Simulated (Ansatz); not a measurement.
# Cl on Pt(100): change of the work function, part 2 of 2

How does Cl on the hollow site change the work function of Pt(100) as the layer fills?

Ansatz 0.2.0; plane-wave DFT, PBE, Ansatz PAW.

So far, work function, upper face (eV): step 2 (the clean slab) 5.66; step 3 (37 atoms, coverage 0.111 ML, cell 3x3) 5.48; step 4 (17 atoms, coverage 0.25 ML, cell 2x2) 5.22.

### Step 5. The covered slab, k-mesh 6×6×1, coverage 0.5 ML

System of this step: Cl/Pt(100). The cell holds 18 atoms: 16 Pt and 2 Cl. Cell: a = 5.544 Å, b = 5.544 Å, c = 25.411 Å, α = 90.0°, β = 90.0°, γ = 90.0°. Vacuum lies along c.

input.yaml reads:

```yaml
crystal:
  lattice:
    - [5.5437171646, 0.0, 0.0]
    - [0.0, 5.5437171646, 0.0]
    - [0.0, 0.0, 25.4108260328]
  atoms:
    - { symbol: Pt, position: [0.25, 0.25, 0.3541797495] }
    - { symbol: Pt, position: [0.0, 0.0, 0.4313122283] }
    - { symbol: Pt, position: [0.25, 0.25, 0.5102178985] }
    - { symbol: Pt, position: [0.0, 0.0, 0.5878791136] }
    - { symbol: Pt, position: [0.25, 0.75, 0.3541797495] }
    - { symbol: Pt, position: [0.0, 0.5, 0.4313122283] }
    - { symbol: Pt, position: [0.25, 0.75, 0.5102178985] }
    - { symbol: Pt, position: [0.0, 0.5, 0.5878791136] }
    - { symbol: Pt, position: [0.75, 0.25, 0.3541797495] }
    - { symbol: Pt, position: [0.5, 0.0, 0.4313122283] }
    - { symbol: Pt, position: [0.75, 0.25, 0.5102178985] }
    - { symbol: Pt, position: [0.5, 0.0, 0.5878791136] }
    - { symbol: Pt, position: [0.75, 0.75, 0.3541797495] }
    - { symbol: Pt, position: [0.5, 0.5, 0.4313122283] }
    - { symbol: Pt, position: [0.75, 0.75, 0.5102178985] }
    - { symbol: Pt, position: [0.5, 0.5, 0.5878791136] }
    - { symbol: Cl, position: [0.25, 0.25, 0.6458202505] }
    - { symbol: Cl, position: [0.75, 0.75, 0.6458202505] }
kpoints:
  mp_grid: { grid: [6, 6, 1] }
hamiltonian:
  xc: pbe
scf:
  occupations: { method: fermi_dirac, width: 0.1 }
  convergence: { dr2_threshold: 1.0e-08 }
efield:
  axis: 3
  dipole_correction: true
  ramp_position: 0.97
  ramp_width: 0.06
relax:
  f_tol: 0.02
  max_steps: 60
  constraints: [{ sites: [0, 1, 4, 5, 8, 9, 12, 13] }]
output:
  dos: { projected: true, e_range: [-8, 4] }
  write_potential: true
  write_density: true
  volumetric_format: npy
  elf: true
```

The run is started by

```console
$ ansatz run input.yaml --threads 4 --pin off --max-ram 16384MiB --backend cpu --events-out ev --progress --plain --runs-dir out
```

The job ended after 4.4 min (4 threads of Arm Neoverse V1, shared host; peak memory 3.5 GiB; 17 min of CPU time).

Step by step:

```csv
step,energy less that of the first step (eV),largest force component (eV/Å)
1,0.0000,1.9510
2,-0.4916,0.9169
3,-0.7193,0.3313
4,-0.7521,0.1629
5,-0.7624,0.0194
```

The run keeps the 16 symmetry operations that the program found, so distortions that break them were not tested.

The atoms that moved most (Å):

```csv
atom,dx,dy,dz,length
Cl18,0.000,0.000,0.397,0.397
Cl17,0.000,0.000,0.397,0.397
Pt7,0.000,0.000,-0.051,0.051
Pt11,0.000,0.000,-0.051,0.051
Pt15,0.000,0.000,0.048,0.048
Pt3,0.000,0.000,0.048,0.048
Pt12,0.000,0.000,0.029,0.029
Pt16,0.000,0.000,0.029,0.029
```

Final coordinates:

```xyz
18
Lattice="5.5437 0.0000 0.0000 0.0000 5.5437 0.0000 0.0000 0.0000 25.4108" Properties=species:S:1:pos:R:3
Pt    1.3859    1.3859    9.0000
Pt    0.0000    0.0000   10.9600
Pt    1.3859    1.3859   13.0126
Pt    0.0000    0.0000   14.9680
Pt    1.3859    4.1578    9.0000
Pt    0.0000    2.7719   10.9600
Pt    1.3859    4.1578   12.9140
Pt    0.0000    2.7719   14.9680
Pt    4.1578    1.3859    9.0000
Pt    2.7719    0.0000   10.9600
Pt    4.1578    1.3859   12.9140
Pt    2.7719    0.0000   14.9680
Pt    4.1578    4.1578    9.0000
Pt    2.7719    2.7719   10.9600
Pt    4.1578    4.1578   13.0126
Pt    2.7719    2.7719   14.9680
Cl    1.3859    1.3859   16.8082
Cl    4.1578    4.1578   16.8082
```

The relaxation took 5 steps and lowered the energy by 0.76 eV; the largest force on the free atoms ends at 0.019 eV/Å.

The covered face has 5.55 eV, -0.10 eV against the clean one; the bare back face has moved by +0.02 eV, a measure of how thin the slab is.

### Step 6. Adsorbate added, k-mesh 12×12×1, coverage 1 ML

System of this step: Cl/Pt(100). The cell holds 5 atoms: 4 Pt and 1 Cl. Its edges and angles: a = 2.772 Å, b = 2.772 Å, c = 25.411 Å, α = 90.0°, β = 90.0°, γ = 90.0°. Vacuum lies along c.

input.yaml, the sections that differ from step 5:

```yaml
crystal:
  lattice:
    - [2.7718585823, 0.0, 0.0]
    - [0.0, 2.7718585823, 0.0]
    - [0.0, 0.0, 25.4108260328]
  atoms:
    - { symbol: Pt, position: [0.5, 0.5, 0.3541797495] }
    - { symbol: Pt, position: [0.0, 0.0, 0.4313122283] }
    - { symbol: Pt, position: [0.5, 0.5, 0.5102178985] }
    - { symbol: Pt, position: [0.0, 0.0, 0.5878791136] }
    - { symbol: Cl, position: [0.5, 0.5, 0.6458202505] }
kpoints:
  mp_grid: { grid: [12, 12, 1] }
relax:
  f_tol: 0.02
  max_steps: 60
  constraints: [{ sites: [0, 1] }]
output:
  write_potential: true
  write_density: true
  volumetric_format: npy
# hamiltonian, scf, efield: as in step 5
```

Run time: 34 s. Hardware: 4 threads; peak memory 0.59 GiB.

The steps of the relaxation:

```csv
step,energy less that of the first step (eV),largest force component (eV/Å)
1,0.0000,3.5955
2,-0.5982,1.5022
3,-0.7798,0.4420
4,-0.8270,0.1303
5,-0.8307,0.0236
6,-0.8308,0.0036
```

Forces are held to the 8 operations that the program found; a distortion that breaks them can't arise in this run.

The atoms that moved most (Å):

```csv
atom,dx,dy,dz,length
Cl5,0.000,0.000,0.648,0.648
Pt4,0.000,0.000,0.030,0.030
```

The relaxed structure:

```xyz
5
Lattice="2.7719 0.0000 0.0000 0.0000 2.7719 0.0000 0.0000 0.0000 25.4108" Properties=species:S:1:pos:R:3
Pt    1.3859    1.3859    9.0000
Pt    0.0000    0.0000   10.9600
Pt    1.3859    1.3859   12.9633
Pt    0.0000    0.0000   14.9684
Cl    1.3859    1.3859   17.0592
```

The relaxation took 6 steps and lowered the energy by 0.83 eV; the largest force on the free atoms ends at 0.0036 eV/Å.

The covered face has 6.00 eV, +0.35 eV against the clean one; the bare back face has moved by +0.01 eV, a measure of how thin the slab is.

### Step 7. Work function against coverage

This step: plane-wave DFT, PBE, Ansatz PAW; work function against coverage (Ansatz 0.2.0).

The runs are now put side by side.

This step gave:

| Quantity | Value |
| --- | --- |
| work function of the clean face | 5.655 eV |
| largest change of the work function | -0.4317 eV |

Table of work function of the covered face by coverage:

```csv
coverage (adsorbates/nm²),work function of the covered face (eV)
0.00,5.66
1.45,5.48
3.25,5.22
6.51,5.55
13.02,6.00
```

The dipole per adsorbate comes from the change of the cell's dipole. Coverage, by row:

```csv
coverage (1/nm²),coverage (ML),work function (eV),change (eV),"dipole per adsorbate, positive end outwards (debye)",mean height of the added atoms over the highest substrate atom (Å)
1.446,0.1111,5.478,-0.177,0.351,1.631
3.254,0.25,5.224,-0.4317,0.364,1.674
6.508,0.5,5.552,-0.1032,0.052,1.84
13.02,1,6.004,0.3486,-0.068,2.091
```

### Step 8. Outcome

```yaml
work_function_of_the_clean_face: 5.66 eV
work_function_at_0p11_ml: 5.48 eV
work_function_at_0p25_ml: 5.22 eV
work_function_at_0p5_ml: 5.55 eV
work_function_at_1_ml: 6.00 eV
dipole_per_adsorbate_at_0p11_ml_positive_end_outwards: 0.35 D
```

In words: Cl lowers the work function of Pt(100) at the lowest coverage, by 0.18 eV: the adsorbate layer has its positive end outwards. The work function passes a minimum near 0.25 ML among the coverages run and rises again. The change reverses its sign between the lowest and the highest coverage, while the adsorbate's height goes from 1.6 to 2.1 Å. At the highest coverage the adsorbates are pressed to about 2.8 Å, closer than unbonded atoms of this kind usually come, so a real layer may not reach it. The slab has 4 layers, at the tabulated experimental lattice constant, one starting site was run, and quantum-size effects of a slab this thin can reach one or two tenths of an eV.

[Long decimals in the printed logs are rounded to 6 places.]

[Logs are printed without paths, hosts, clocks, repeated set-up lines and the standing remarks that a program may print on its own settings, such as how far it seeks lower states.]

[Hosts, paths, dates, database ids (printed as entryN), source tags and the programs' standing remarks are cut or masked in the printed files.]

[Maps of the electrostatic potential energy from Ansatz leave out the sawtooth potential of an applied field or a dipole correction, so their vacuum need not be flat; planar profiles and work functions include it.]
